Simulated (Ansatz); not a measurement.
# AlN (F-43m):C_Al, thermodynamic levels from a 54-atom cell, part 2 of 2

Wanted: the transition levels of a substitutional impurity in AlN (F-43m), from a cell of 54 host atoms with 1 Al taken out and 1 C put in.

Ansatz; place-levels on r2SCAN runs: charge-transition levels and formation energies with image-charge correction and potential alignment at the atomic sites; PAW set soft_1.

So far: The structure; Charge states; Placing the levels, r2SCAN.

### 3. Placing the levels, r2SCAN (continued)

Levels between the charges placed, in eV above the valence top:

|  | gap (eV) | (+1/0) | (0/−1) |
| --- | --- | --- | --- |
| r2SCAN | 3.92 | 3.10 | 4.90 |

Corrections by state:

| charge | moment (μB) | image terms and alignment (eV) | band filling (eV) | ε used | over the lowest of its charge, as the program ranks them, band filling apart (eV) |
| --- | --- | --- | --- | --- | --- |
| +1 | 0.0 | 0.144 | - | 8.51 | 0.000 |
| 0 | 1.0 | 0.000 | - | - | 0.000 |
| −1 | 0.0 | 0.427 | - | 8.51 | 0.000 |

The charged structures listed were also run neutral, and place-levels reads from each pair, by the potential or the spins, how wide the charge is by which they differ; that can be the carrier of either run.

| charge | rms radius (Å) | spread where it is widest against the cell (Å) | wide from (Å) | reading |
| --- | --- | --- | --- | --- |
| +1 | 3.8 | 2.22 | 1.31 | wide |
| −1 | 1.7 | 0.97 | 1.31 | narrow |

The neutral runs of these pairs need not share the spin of the lowest neutral state, and very wide values only mean spread over the cell.

From the program's caveats on the states, each cut to its opening words:

- charge +1: it parts from the run at its places by a charge that spreads by about 2.2 Å along one vector (1.3 Å or more is wide), by its potential at epsilon 4.64, taken [...]
- charge +1: its alignment with the host at atomic sites is doubtful: the mean over the far sites moves by -0.2604 eV from their farther parts to their nearer, more than [...]
- charge 0 (1 μB): its alignment with the host at atomic sites is doubtful: the mean over the far sites moves by -0.0580 eV from their farther parts to their nearer, more than [...]
- charge 0 (1 μB): the far atoms show a dipole or second moment of the defect's charge, for which the correction takes or leaves out 0.225 eV: further moments aren't read, and [...]
- charge 0 (1 μB): flagged: stability check not made
- charge −1: its alignment with the host at atomic sites is doubtful: the mean over the far sites moves by +0.2335 eV from their farther parts to their nearer, more than [...]
- charge −1: its sublattices stand up to 0.0030 Å off the host's, which by the two runs' forces adds about -0.01 eV to its energy against the host's, and moves the band [...]

The host's formation energy from the elements is -1.603 eV per atom; it sets how far the chemical potentials can move.

Limit set by the element alone; other compounds of these elements are not counted. Chemical potentials from the elements' reference states: Al 0.00 eV, N -3.21 eV, C 0.00 eV. Formation energy by charge state (Al-rich; gap 3.92 eV):

| charge | at valence top (eV) | at conduction bottom (eV) | correction included (eV) |
| --- | --- | --- | --- |
| +1 | 5.02 | 8.93 | 0.14 |
| 0 | 8.11 | 8.11 | 0.00 |
| −1 | 13.02 | 9.10 | 0.43 |

(Fermi level (eV), lowest formation energy (eV)): (0.00, 5.02), (0.36, 5.37), (0.71, 5.73), (1.07, 6.08), (1.42, 6.44), (1.78, 6.80), (2.14, 7.15), (2.49, 7.51), (2.85, 7.87), (3.21, 8.11), (3.56, 8.11), (3.92, 8.11)

Limit set by the element alone; other compounds of these elements are not counted. Chemical potentials from the elements' reference states: N 0.00 eV, Al -3.21 eV, C 0.00 eV. Formation energy by charge state (N-rich; gap 3.92 eV):

| charge | at valence top (eV) | at conduction bottom (eV) | correction included (eV) |
| --- | --- | --- | --- |
| +1 | 1.81 | 5.73 | 0.14 |
| 0 | 4.91 | 4.91 | 0.00 |
| −1 | 9.81 | 5.89 | 0.43 |

```json
{"Fermi level (eV)": "0.00", "lowest formation energy (eV)": "1.81"}
{"Fermi level (eV)": "0.36", "lowest formation energy (eV)": "2.17"}
{"Fermi level (eV)": "0.71", "lowest formation energy (eV)": "2.52"}
{"Fermi level (eV)": "1.07", "lowest formation energy (eV)": "2.88"}
{"Fermi level (eV)": "1.42", "lowest formation energy (eV)": "3.23"}
{"Fermi level (eV)": "1.78", "lowest formation energy (eV)": "3.59"}
{"Fermi level (eV)": "2.14", "lowest formation energy (eV)": "3.95"}
{"Fermi level (eV)": "2.49", "lowest formation energy (eV)": "4.30"}
{"Fermi level (eV)": "2.85", "lowest formation energy (eV)": "4.66"}
{"Fermi level (eV)": "3.21", "lowest formation energy (eV)": "4.91"}
{"Fermi level (eV)": "3.56", "lowest formation energy (eV)": "4.91"}
{"Fermi level (eV)": "3.92", "lowest formation energy (eV)": "4.91"}
```

### 4. The same at the relaxations' own k-points

The relaxations' own energies give the levels at their sampling, for comparison.

levels.relax_mesh.yaml

```yaml
host:
  run: host.relax.run
states: [qm1.relax.run, q0_M1.relax.run, qp1.relax.run]
chemical_potentials:
  Al:
    energy: -540.418346
    dataset: <sha256 of the dataset>
  C:
    energy: -251.553391
    dataset: "<sha256 of the dataset>"
```

The run is started by

```sh
> ansatz place-levels levels.relax_mesh.yaml -- --threads 4 --pin off --max-ram 7536MiB
```

The program printed:

```text
(+1/0) 2.873 eV above the valence edge, 0.997 eV under the conduction edge
(0/-1) 4.754 eV above the valence edge, in the conduction band
formation energy of charge +1: +5.063 eV with the Fermi level at the valence edge
formation energy of charge 0: +7.936 eV with the Fermi level at the valence edge
formation energy of charge -1: +12.691 eV with the Fermi level at the valence edge
  edges by r2scan, gap 3.870 eV; the host is sampled to repeats of 9.27 Å
[... the lines on each state left out ...]
```

The job ended after 0.1 s (4 threads of Arm Neoverse V1, shared host).

Levels between neighbouring charges, in eV above the valence top:

|  | gap (eV) | (+1/0) | (0/−1) |
| --- | --- | --- | --- |
| one point at (¼, ¼, ¼) | 3.87 | 2.87 | 4.75 |
| a 2×2×2 shifted mesh | 3.92 | 3.10 | 4.90 |

Going from one point at (¼, ¼, ¼) to a 2×2×2 shifted mesh moves the levels that carry no band-filling term by up to 0.22 eV and formation energies against the elements by up to 0.33 eV.

### 5. Outcome

```json
{
  "gap of the host": "3.92 eV (r2SCAN)",
  "level (plus 1/0)": "3.10 eV above the valence top",
  "level (0/minus 1)": "4.90 eV above the valence top, past the conduction bottom",
  "lowest of the charges placed, just above the valence top (0.02 eV)": "+1",
  "lowest of the charges placed, just below the conduction bottom (0.02 eV)": "0",
  "lowest formation energy at mid-gap of the charges run, Al-rich": "6.98 eV",
  "lowest formation energy at mid-gap of the charges run, N-rich": "3.77 eV"
}
```

Of the charges placed (−1, 0 and +1), the lowest changes at 3.10 eV (+1/0) above the valence top, in a gap of 3.92 eV. Charges above +1 were not placed, so these runs say nothing of levels that involve them. States placed: +1 at 0 μB; 0 at 1 μB; −1 at 0 μB. Other spin states or structures, where not listed, weren't placed. C is taken at its element; compounds, which aren't counted here, bound the chemical potentials and would shift these formation energies. Going from one point at (¼, ¼, ¼) to a 2×2×2 shifted mesh moves the levels that carry no band-filling term by up to 0.22 eV and formation energies against the elements by up to 0.33 eV. The program doubts the alignment of potentials for at least one state, a sign that the cell is small. Keep in mind: r2SCAN makes the gap too small and tends to spread out bound carriers; where a gas molecule sets a chemical potential or the host's formation energy, its binding is uncorrected; force components of up to 0.20 eV/Å remain in a run at the final settings.

[Logs are printed without paths, hosts, clocks, repeated set-up lines and the standing remarks that a program may print on its own settings, such as how far it seeks lower states.]

[Hosts, paths, dates, database ids (printed as entryN), source tags and the programs' standing remarks are cut or masked in the printed files.]

[Where a table of states has a column of steps, it counts the stored structures, which are thinned; the runs took as many ionic steps or more.]

[A defect's name tells the site on which it was built; relaxed atoms can leave that site.]

[For some hosts the program warned that the k-mesh of the response run may be too coarse for force constants and the static dielectric constant; such warnings are not shown here.]
